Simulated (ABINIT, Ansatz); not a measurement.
# Excitons of KNa3H4 (Pm-3m): kernels and approximations, part 2 of 3

Wanted: excitons and ε₂ of KNa3H4 (Pm-3m), with cost.

ABINIT 10.8.3 and Ansatz 0.2.0; LDA and many-body steps on it, plane waves. Known limits of the many-body steps: not at the basis limit; coarse k mesh; bindings not settled in the k mesh.

So far. Step 5 (Excitons): The lowest state lies at 4.201 eV, 1.081 eV under the direct gap. Step 6 (Triplet (no exchange term)): The lowest triplet lies at 3.998 eV; without spin-orbit coupling triplets are dark, so no spectrum is read.

## Step 7: Beyond Tamm-Dancoff

Level of this step: Bethe-Salpeter equation on LDA with a scissors shift, plane waves, norm-conserving pseudopotentials (ABINIT).

File run.abi:

```
acell 3*1.0 Angstrom
rprim 
  5.118641000000 0.000000000000 0.000000000000
  0.000000000000 5.118641000000 0.000000000000
  0.000000000000 0.000000000000 5.118641000000
ntypat 3
znucl 19 11 1
natom 8
typat 1 2 2 2 3 3 3 3
xred 
  0.500000000000 0.500000000000 0.500000000000
  -0.000000000000 -0.000000000000 0.500000000000
  -0.000000000000 0.500000000000 -0.000000000000
  0.500000000000 -0.000000000000 -0.000000000000
  -0.000000000000 -0.000000000000 -0.000000000000
  0.500000000000 0.500000000000 -0.000000000000
  0.500000000000 -0.000000000000 0.500000000000
  -0.000000000000 0.500000000000 0.500000000000
pp_dirpath "pseudos"
pseudos "K.upf, Na.upf, H.upf"
ecut 38
ngkpt 2 2 2
nshiftk 1
shiftk 0 0 0
kptopt 1
chksymbreak 0
istwfk *1
occopt 1
irdwfk 1
optdriver 99
bs_calctype 1
mbpt_sciss 2.122 eV
bs_loband 17
nband 25
bs_exchange_term 1
bs_coulomb_term 11
bs_coupling 1
bs_algorithm 1
bs_freq_mesh 0 9 0.05 eV
zcut 0.15 eV
ecuteps 3.6
ecutwfn 19
inclvkb 2
irdscr 1
indata_prefix "in"
outdata_prefix "out"
tmpdata_prefix "tmp"
```

Command:

```sh
OMP_NUM_THREADS=1 mpirun -n 4 abinit run.abi > log
```

Numbers of over 12 decimals in the logs are rounded to 6 here.

The program printed:

```text
.Version 10.8.3 of ABINIT. v10.8.2 released Aug 2026.

 Symmetries : space group Pm -3 m (#221); Bravais cP (primitive cubic)
[... echo of the input left out ...]
== DATASET  1 ==================================================================
-   mpi_nproc: 4, omp_nthreads: 1 (-1 if OMP is not activated)

--- !DatasetInfo
iteration_state: {dtset: 1, }
dimensions: {natom: 8, nkpt: 4, mband: 25, nsppol: 1, nspinor: 1, nspden: 1, mpw: 3695, }
cutoff_energies: {ecut:  19.0, pawecutdg:  -1.0, }
electrons: {nelect:   4.00000000E+01, charge:   0.00000000E+00, occopt:   1.00000000E+00, tsmear:   1.00000000E-02, }

 Exciton: Calculation of dielectric properties by solving the Bethe-Salpeter equation
 in frequency domain and reciprocal space on a transitions basis set.
 Based on a program developed by L. Reining, V. Olevano, F. Sottile,
 S. Albrecht, and G. Onida. Incorporated in ABINIT by M. Giantomassi.

.Using double precision arithmetic ; gwpc =  8

[... cell and pseudopotentials left out ...]
--------------------------------------------------------------------------------

 ==== K-mesh for the wavefunctions ====
 Number of points in the irreducible wedge :     4
[... list of points left out ...]
 Together with 48 symmetry operations and time-reversal symmetry
 yields     8 points in the full Brillouin Zone.

 ==== Q-mesh for the screening function ====
 Number of points in the irreducible wedge :     4
[... list of points left out ...]
 Together with 48 symmetry operations and time-reversal symmetry
 yields     8 points in the full Brillouin Zone.

 vcoul_init : cutoff-mode = AUXILIARY_FUNCTION
 q-points for optical limit:   1
     1)      0.000010    0.000020    0.000030
 setmesh: FFT mesh size selected  =    27x   27x   27
          total number of points  =        19683
[...]
q = (  0.000000  0.000000  1.539479) [r.l.u.]
 q = (  1.539479  0.000000  0.000000) [r.l.u.]
 q = (  0.000000  1.539479  0.000000) [r.l.u.]
 q = (  0.000000  0.000000  1.539479) [r.l.u.]
 Number of electrons calculated from density =   39.9061; Expected =   40.0000
 average of density, n =  0.044094
 r_s =    1.7559
 omega_plasma =   20.2556 [eV]

. Writing resonant excitonic Hamiltonian on file out_BSR; file size=   0.00 [Gb].
. Writing coupling excitonic Hamiltonian on file out_BSC; file size=   0.00 [Gb].
. Direct diagonalization of the full excitonic Hamiltonian, Matrix size= 320
. Using LAPACK sequential version to solve FHv = ev with H positive definite.
 First excitonic eigenvalue:    4.20 [eV].
 Last  excitonic eigenvalue:   11.56 [eV].

 GW  direct gap       5.28  0.00 [eV]
 EXC direct gap       4.20  0.00 [eV]
 EXC binding energy   1.08  0.00 [eV]

 Excitonic eigenvalues up to the GW energy gap [eV]
161 (  4.20  0.00)
162 (  4.20  0.00)
163 (  4.20  0.00)
[...]
171 (  4.78  0.00)
172 (  4.78  0.00)

 Macroscopic dielectric function:
 omega [eV] <KS_RPA_nlf>  <GW_RPA_nlf>  <BSE>
   0.0000   3.0679   0.0000   2.3865   0.0000   2.7696  -0.0000
   0.0500   3.0682   0.0018   2.3866   0.0005   2.7698   0.0011
   0.1000   3.0691   0.0037   2.3868   0.0010   2.7704   0.0022
[...]
0.4000   3.0876   0.0151   2.3919   0.0041   2.7816   0.0091
   0.4500   3.0930   0.0171   2.3933   0.0046   2.7848   0.0103

 Writing KS-RPA macroscopic dielectric function without local fields to file: out_RPA_NLF_MDF
 Writing GW-RPA macroscopic dielectric function without local fields to file: out_GW_NLF_MDF
 Writing EXC Macroscopic dielectric function to file: out_EXC_MDF

== END DATASET(S) ==============================================================
================================================================================

 -outvars: echo values of variables after computation  --------
           etotal      0.0000000000E+00
            nband          25
             nkpt           4
          spgroup         221
 [... the other variables as echoed above ...]

 Calculation completed.
```

The job ended after 6 s (4 MPI ranks of Arm Neoverse V1, shared host; peak memory 0.4 GiB; 24 s of CPU time).

Numbers from this step:

| Property | Result |
| --- | --- |
| direct gap of the transition levels | 5.282 eV |
| transitions in the window | 160 |
| lowest state | 4.2 eV |
| binding of the lowest state below the direct gap | 1.082 eV |
| Coulomb term of one mesh cell | 1.221 eV |

The binding is 0.89 times the screened Coulomb term of one mesh cell (1.22 eV), so it is not shown settled.

The lowest state lies at 4.200 eV, 1.082 eV under the direct gap.

The ε₂ has structure finer than the step of the table below, so its rows give means over 0.25 eV, whole bins alone (the curve runs from 0 to 9 eV). Peaks (eV: height): BSE 4.250: 10.9, 4.800: 4.70, 5.400: 7.77, 7.050: 2.47; no electron-hole interaction 5.300: 6.31, 5.800: 3.68, 6.650: 8.35, 8.500: 4.39; Kohn-Sham, no shift 3.150: 6.34, 3.700: 3.66, 4.550: 8.49, 6.350: 4.43.

Mean over the three Cartesian directions of q; broadening 0.15 eV; transition window only. Limits: finite bands, cutoff and mesh; coarse k mesh; exciton not shown settled in the k mesh. Table of ε₂ by photon energy; means over each step:

| photon energy (eV) | BSE | no electron-hole interaction | Kohn-Sham, no shift |
| --- | --- | --- | --- |
| 0.25 | 0.00564 | 0.00251 | 0.00933 |
| 0.50 | 0.0115 | 0.00511 | 0.0192 |
| 0.75 | 0.0177 | 0.00778 | 0.0302 |
| 1.00 | 0.0247 | 0.0106 | 0.0432 |
| 1.25 | 0.0326 | 0.0137 | 0.0594 |
| 1.50 | 0.0420 | 0.0171 | 0.0808 |
| 1.75 | 0.0536 | 0.0210 | 0.111 |
| 2.00 | 0.0682 | 0.0254 | 0.159 |
| 2.25 | 0.0876 | 0.0306 | 0.241 |
| 2.50 | 0.114 | 0.0368 | 0.416 |
| 2.75 | 0.153 | 0.0444 | 0.932 |
| 3.00 | 0.215 | 0.0540 | 3.37 |
| 3.25 | 0.323 | 0.0665 | 4.72 |
| 3.50 | 0.544 | 0.0834 | 2.59 |
| 3.75 | 1.14 | 0.107 | 2.99 |
| 4.00 | 3.76 | 0.144 | 1.57 |
| 4.25 | 9.04 | 0.204 | 2.51 |
| 4.50 | 4.10 | 0.321 | 6.98 |
| 4.75 | 4.21 | 0.608 | 5.30 |
| 5.00 | 2.88 | 1.72 | 3.98 |
| 5.25 | 5.13 | 5.18 | 3.39 |
| 5.50 | 5.46 | 3.03 | 1.52 |
| 5.75 | 3.17 | 3.11 | 1.88 |
| 6.00 | 2.71 | 2.08 | 3.20 |
| 6.25 | 2.18 | 1.70 | 3.92 |
| 6.50 | 1.20 | 4.64 | 2.76 |
| 6.75 | 1.04 | 6.90 | 0.904 |
| 7.00 | 2.15 | 4.43 | 0.407 |
| 7.25 | 1.84 | 3.87 | 0.250 |
| 7.50 | 1.08 | 2.24 | 0.193 |
| 7.75 | 0.473 | 1.41 | 0.201 |
| 8.00 | 0.269 | 2.72 | 0.377 |
| 8.25 | 0.157 | 3.48 | 0.671 |
| 8.50 | 0.119 | 3.86 | 0.435 |
| 8.75 | 0.113 | 1.51 | 0.394 |

## Step 8: Dielectric constant by perturbation theory

This step: Ansatz 0.2.0; DFT, LDA, linear response to an electric field, plane waves, PAW.

ε∞ sets how strongly the crystal screens. Perturbation theory gives it with local fields and without a sum over empty bands.

File input.yaml:

```yaml
crystal:
  lattice:
    - [5.118641, 0.0, 0.0]
    - [0.0, 5.118641, 0.0]
    - [0.0, 0.0, 5.118641]
  atoms:
    - { symbol: K, position: [0.5, 0.5, 0.5] }
    - { symbol: Na, position: [0.0, 0.0, 0.5] }
    - { symbol: Na, position: [0.0, 0.5, 0.0] }
    - { symbol: Na, position: [0.5, 0.0, 0.0] }
    - { symbol: H, position: [0.0, 0.0, 0.0] }
    - { symbol: H, position: [0.5, 0.5, 0.0] }
    - { symbol: H, position: [0.5, 0.0, 0.5] }
    - { symbol: H, position: [0.0, 0.5, 0.5] }
kpoints:
  mp_grid: { grid: [4, 4, 4] }
hamiltonian:
  xc: lda
scf:
  occupations: { method: fixed }
dielectric: {}
```

Command:

```sh
ansatz run input.yaml --threads 4 --pin off --max-ram 7372MiB --backend cpu --events-out ev --progress --plain --runs-dir out
```

The program printed:

```text
Engine: ansatz 0.2.0, aarch64-unknown-linux-gnu
Pseudopotentials: kind: paw
Pseudopotential: K, paw, valence charge 9, recommended cutoff 420 eV (normal), K.paw.azcp
Pseudopotential: Na, paw, valence charge 9, recommended cutoff 420 eV (normal), Na.paw.azcp
Pseudopotential: H, paw, valence charge 1, recommended cutoff 420 eV (normal), H.paw.azcp
Functional definition: SPW92
  exchange = slater_x
  correlation = pw_c
[...]
site 4:
[...]
site 5:
[...]
site 6:
[...]
0.00000    0.00000   -1.04493
    site 7:
        -0.83645    0.00000   -0.00000
         0.00000   -1.04493    0.00000
        -0.00000    0.00000   -1.04493
  Z* charge neutrality: 5.508e-4 e pre-enforcement
  solved inside a basis spanned on kpoints, on 4×4×4 k-points, its susceptibility summed on 8×8×8: ε∞ is read to err by 7.0e-3, Z* by 9.5e-3 e (field_mesh: kpoints solves on kpoints); Z* is corrected for what the basis lacks
[key lines of the parts left out:]
SCF converged after 9 iterations
Free energy (F): -5959.948659 eV
Fermi energy:    0.928693 eV
```

Elapsed: 11 s, on 4 threads; peak memory 0.58 GiB.

The field response gives a mean ε∞ of 3.28, which the model screening below takes as its input.

## Step 9: Model screening

This step: ABINIT 10.8.3; Bethe-Salpeter equation on LDA with a scissors shift, plane waves, norm-conserving pseudopotentials.

Changes to run.abi since step 7:

```diff
@@ -33,8 +33,8 @@
 bs_loband 17
-nband 25
+nband 29
 bs_exchange_term 1
-bs_coulomb_term 11
-bs_coupling 1
-bs_algorithm 1
-bs_freq_mesh 0 9 0.05 eV
+bs_coulomb_term 21
+bs_coupling 0
+bs_algorithm 2
+bs_freq_mesh 0 11 0.1 eV
 zcut 0.15 eV
@@ -43,3 +43,6 @@
 inclvkb 2
-irdscr 1
+mdf_epsinf 3.28
+irdden 1
+bs_haydock_niter 300
+bs_haydock_tol -0.02 0
 indata_prefix "in"
```

Command:

```sh
OMP_NUM_THREADS=1 mpirun -n 4 abinit run.abi > log
```

The program printed:

```text
.Version 10.8.3 of ABINIT. v10.8.2 released Aug 2026.

 Symmetries : space group Pm -3 m (#221); Bravais cP (primitive cubic)
[... echo of the input left out ...]
== DATASET  1 ==================================================================
-   mpi_nproc: 4, omp_nthreads: 1 (-1 if OMP is not activated)

--- !DatasetInfo
iteration_state: {dtset: 1, }
dimensions: {natom: 8, nkpt: 4, mband: 29, nsppol: 1, nspinor: 1, nspden: 1, mpw: 3695, }
cutoff_energies: {ecut:  19.0, pawecutdg:  -1.0, }
[...]
0.1000   3.4162   0.0039   2.6567   0.0011   3.1462   0.0024
   0.2000   3.4201   0.0078   2.6578   0.0022   3.1486   0.0048
[...]
0.8000   3.5011   0.0341   2.6801   0.0091   3.1981   0.0204
   0.9000   3.5254   0.0394   2.6865   0.0103   3.2126   0.0233

== END DATASET(S) ==============================================================
================================================================================

 -outvars: echo values of variables after computation  --------
           etotal      0.0000000000E+00
            nband          29
             nkpt           4
          spgroup         221
 [... the other variables as echoed above ...]

 Calculation completed.
```

It took 8.8 s on 4 MPI ranks; peak memory 0.42 GiB; 35 s of CPU time.

Numbers from this step:

```yaml
direct_gap_of_the_transition_levels: 5.282 eV
transitions_in_the_window: 288
coulomb_term_of_one_mesh_cell: 1.219 eV
```

## Step 10: Empty states on the mesh, 4×4×4 mesh, 40 bands

This step: DFT, LDA, plane waves, norm-conserving pseudopotentials.

Changes to run.abi since step 9:

```diff
@@ -21,28 +21,15 @@
 ecut 38
-ngkpt 2 2 2
+ngkpt 4 4 4
 nshiftk 1
-shiftk 0 0 0
-kptopt 1
+shiftk 0.11 0.21 0.31
+kptopt 3
 chksymbreak 0
+iscf -2
+irdden 1
 istwfk *1
-occopt 1
-irdwfk 1
-optdriver 99
-bs_calctype 1
-mbpt_sciss 2.122 eV
-bs_loband 17
-nband 29
-bs_exchange_term 1
-bs_coulomb_term 21
-bs_coupling 0
-bs_algorithm 2
-bs_freq_mesh 0 11 0.1 eV
-zcut 0.15 eV
-ecuteps 3.6
-ecutwfn 19
-inclvkb 2
-mdf_epsinf 3.28
-irdden 1
-bs_haydock_niter 300
-bs_haydock_tol -0.02 0
+nband 40
+nbdbuf 4
+tolwfr 1e-09
+nstep 60
+prtvol 0
 indata_prefix "in"
```

The program printed:

```text
.Version 10.8.3 of ABINIT. v10.8.2 released Aug 2026.

 Symmetries : space group Pm -3 m (#221); Bravais cP (primitive cubic)
[... echo of the input left out ...]
== DATASET  1 ==================================================================
-   mpi_nproc: 4, omp_nthreads: 1 (-1 if OMP is not activated)

--- !DatasetInfo
iteration_state: {dtset: 1, }
dimensions: {natom: 8, nkpt: 64, mband: 40, nsppol: 1, nspinor: 1, nspden: 1, mpw: 10147, }
cutoff_energies: {ecut:  38.0, pawecutdg:  -1.0, }
[...]
0.24751    0.25517    0.30681    0.30790    0.31742    0.32645    0.34757    0.35797
   0.36130    0.36953    0.37363    0.41105    0.41344    0.42123    0.42623    0.43058
 prteigrs : prtvol=0 or 1, do not print more k-points.

== END DATASET(S) ==============================================================
================================================================================

 -outvars: echo values of variables after computation  --------
            nband          40
             nkpt          64
          spgroup         221
 [... the other variables as echoed above ...]

 Calculation completed.
```

Wall time 2 min (4 MPI ranks); peak memory 0.7 GiB; 7.9 min of CPU time.

This step gave:

```
gap                                                           : 2.700 eV
k of the valence top                                          : 0.0275, 0.0525, -0.4225
k of the conduction bottom                                    : -0.4725, -0.4475, -0.4225
least direct gap                                              : 3.223 eV
k points computed                                             : 64
lowest point of the top converged band, above the valence top : 11.22 eV
```

On this mesh the gap is 2.700 eV.

## Step 11: Denser, shifted k mesh (4×4×4)

This step: Bethe-Salpeter equation on LDA with a scissors shift, plane waves, norm-conserving pseudopotentials.

Changes to run.abi since step 10:

```diff
@@ -26,10 +26,23 @@
 chksymbreak 0
-iscf -2
+istwfk *1
+occopt 1
+irdwfk 1
+optdriver 99
+bs_calctype 1
+mbpt_sciss 2.122 eV
+bs_loband 17
+nband 28
+bs_exchange_term 1
+bs_coulomb_term 21
+bs_coupling 0
+bs_algorithm 2
+bs_freq_mesh 0 11 0.1 eV
+zcut 0.15 eV
+ecuteps 3
+ecutwfn 19
+inclvkb 2
+mdf_epsinf 3.28
 irdden 1
-istwfk *1
-nband 40
-nbdbuf 4
-tolwfr 1e-09
-nstep 60
-prtvol 0
+bs_haydock_niter 300
+bs_haydock_tol -0.02 0
 indata_prefix "in"
```

The program printed:

```text
.Version 10.8.3 of ABINIT. v10.8.2 released Aug 2026.

 Symmetries : space group Pm -3 m (#221); Bravais cP (primitive cubic)
[... echo of the input left out ...]
== DATASET  1 ==================================================================
-   mpi_nproc: 4, omp_nthreads: 1 (-1 if OMP is not activated)

--- !DatasetInfo
iteration_state: {dtset: 1, }
dimensions: {natom: 8, nkpt: 64, mband: 28, nsppol: 1, nspinor: 1, nspden: 1, mpw: 3620, }
cutoff_energies: {ecut:  19.0, pawecutdg:  -1.0, }
[...]
0.1000   3.0767   0.0028   2.4485   0.0009   2.8675   0.0019
   0.2000   3.0795   0.0056   2.4494   0.0018   2.8694   0.0038
[...]
0.8000   3.1374   0.0241   2.4674   0.0073   2.9083   0.0160
   0.9000   3.1545   0.0276   2.4726   0.0083   2.9196   0.0182

== END DATASET(S) ==============================================================
================================================================================

 -outvars: echo values of variables after computation  --------
           etotal      0.0000000000E+00
            nband          28
             nkpt          64
          spgroup         221
 [... the other variables as echoed above ...]

 Calculation completed.
```

Wall time 2.8 min (4 MPI ranks); peak memory 1.9 GiB.

This step gave:

```yaml
direct_gap_of_the_transition_levels: 5.345 eV
transitions_in_the_window: 2048
coulomb_term_of_one_mesh_cell: 0.6094 eV
```

Mean over the three Cartesian directions of q; broadening 0.15 eV; transition window only. Limits: finite bands, cutoff and mesh; exciton not shown settled in the k mesh. ε₂ against photon energy; read off at these points:

| photon energy (eV) | BSE | no electron-hole interaction | Kohn-Sham, no shift |
| --- | --- | --- | --- |
| 0.00 | 0 | 0 | 0 |
| 0.30 | 0.00573 | 0.0027 | 0.0085 |
| 0.60 | 0.0117 | 0.0054 | 0.0175 |
| 0.90 | 0.0182 | 0.0083 | 0.0276 |
| 1.20 | 0.0254 | 0.0114 | 0.0395 |
| 1.50 | 0.0339 | 0.0147 | 0.0545 |
| 1.80 | 0.0441 | 0.0186 | 0.0746 |
| 2.10 | 0.057 | 0.0229 | 0.104 |
| 2.40 | 0.0738 | 0.0281 | 0.150 |
| 2.70 | 0.0967 | 0.0344 | 0.238 |
| 2.90 | 0.117 | 0.0393 | 0.361 |
| 3.20 | 0.161 | 0.0485 | 1.02 |
| 3.50 | 0.233 | 0.0604 | 2.14 |
| 3.80 | 0.365 | 0.0767 | 3.52 |
| 4.10 | 0.663 | 0.100 | 3.98 |
| 4.40 | 1.64 | 0.137 | 5.28 |
| 4.70 | 7.41 | 0.202 | 6.31 |
| 4.80 | 9.40 | 0.236 | 5.72 |
| 5.00 | 9.30 | 0.350 | 5.00 |
| 5.30 | 7.12 | 0.944 | 4.03 |
| 5.60 | 5.77 | 2.03 | 2.88 |
| 5.90 | 4.25 | 3.39 | 2.71 |
| 6.20 | 2.93 | 4.00 | 2.63 |
| 6.50 | 1.88 | 5.13 | 2.89 |
| 6.80 | 2.14 | 6.49 | 1.87 |
| 7.10 | 1.59 | 5.15 | 1.40 |
| 7.40 | 1.62 | 4.10 | 1.24 |
| 7.70 | 1.31 | 2.95 | 1.05 |
| 8.00 | 0.849 | 2.71 | 1.03 |
| 8.20 | 0.648 | 2.62 | 0.959 |
| 8.50 | 0.596 | 2.90 | 0.904 |
| 8.80 | 0.578 | 2.20 | 0.748 |
| 9.10 | 0.554 | 1.59 | 0.581 |
| 9.40 | 0.498 | 1.27 | 0.358 |
| 9.70 | 0.509 | 1.14 | 0.207 |
| 10.00 | 0.486 | 1.02 | 0.124 |
| 10.30 | 0.352 | 0.979 | 0.0844 |
| 10.60 | 0.257 | 0.902 | 0.0590 |
| 10.90 | 0.165 | 0.766 | 0.0456 |

## Step 12: Empty states on the mesh, 4×4×4 mesh, 40 bands

This step: DFT, LDA, plane waves, norm-conserving pseudopotentials.

Changes to run.abi since step 11:

```diff
@@ -26,23 +26,10 @@
 chksymbreak 0
+iscf -2
+irdden 1
 istwfk *1
-occopt 1
-irdwfk 1
-optdriver 99
-bs_calctype 1
-mbpt_sciss 2.122 eV
-bs_loband 17
-nband 28
-bs_exchange_term 1
-bs_coulomb_term 21
-bs_coupling 0
-bs_algorithm 2
-bs_freq_mesh 0 11 0.1 eV
-zcut 0.15 eV
-ecuteps 3
-ecutwfn 19
-inclvkb 2
-mdf_epsinf 3.28
-irdden 1
-bs_haydock_niter 300
-bs_haydock_tol -0.02 0
+nband 40
+nbdbuf 4
+tolwfr 1e-09
+nstep 60
+prtvol 0
 indata_prefix "in"
```

The program printed:

```text
.Version 10.8.3 of ABINIT. v10.8.2 released Aug 2026.

 Symmetries : space group Pm -3 m (#221); Bravais cP (primitive cubic)
[... echo of the input left out ...]
== DATASET  1 ==================================================================
-   mpi_nproc: 4, omp_nthreads: 1 (-1 if OMP is not activated)

--- !DatasetInfo
iteration_state: {dtset: 1, }
dimensions: {natom: 8, nkpt: 64, mband: 40, nsppol: 1, nspinor: 1, nspden: 1, mpw: 10147, }
cutoff_energies: {ecut:  38.0, pawecutdg:  -1.0, }
[...]
0.24751    0.25517    0.30681    0.30790    0.31742    0.32645    0.34757    0.35797
   0.36130    0.36953    0.37363    0.41105    0.41344    0.42123    0.42623    0.43058
 prteigrs : prtvol=0 or 1, do not print more k-points.

== END DATASET(S) ==============================================================
================================================================================

 -outvars: echo values of variables after computation  --------
            nband          40
             nkpt          64
          spgroup         221
 [... the other variables as echoed above ...]

 Calculation completed.
```

It took 2 min on 4 MPI ranks; peak memory 0.7 GiB.

This step gave:

- gap: 2.700 eV
- k of the valence top: 0.0275, 0.0525, -0.4225
- k of the conduction bottom: -0.4725, -0.4475, -0.4225
- least direct gap: 3.223 eV
- k points computed: 64
- lowest point of the top converged band, above the valence top: 11.22 eV

On this mesh the gap is 2.700 eV.

(Continued in part 3 of 3.)

[Paths, hosts, dates, memory and timing lines, banners, echoed tables and standing remarks are left out of the program output.]

[Logs are printed without paths, hosts, clocks, repeated set-up lines and the standing remarks that a program may print on its own settings, such as how far it seeks lower states.]

[Runs of the session that timed out or met a known fault of the program may be left out.]

[Hosts, paths, dates, database ids (printed as entryN), source tags and the programs' standing remarks are cut or masked in the printed files.]

[G0W0 gaps are taken among the corrected bands and points alone; a level outside them can change the order at an edge.]

[Where Ansatz stands beside ABINIT at settings called matched, ABINIT's density can come from a denser mesh and the files from another edition; pairs whose starting gaps differed by over 0.03 eV were left out, so agreement reads better than it is.]
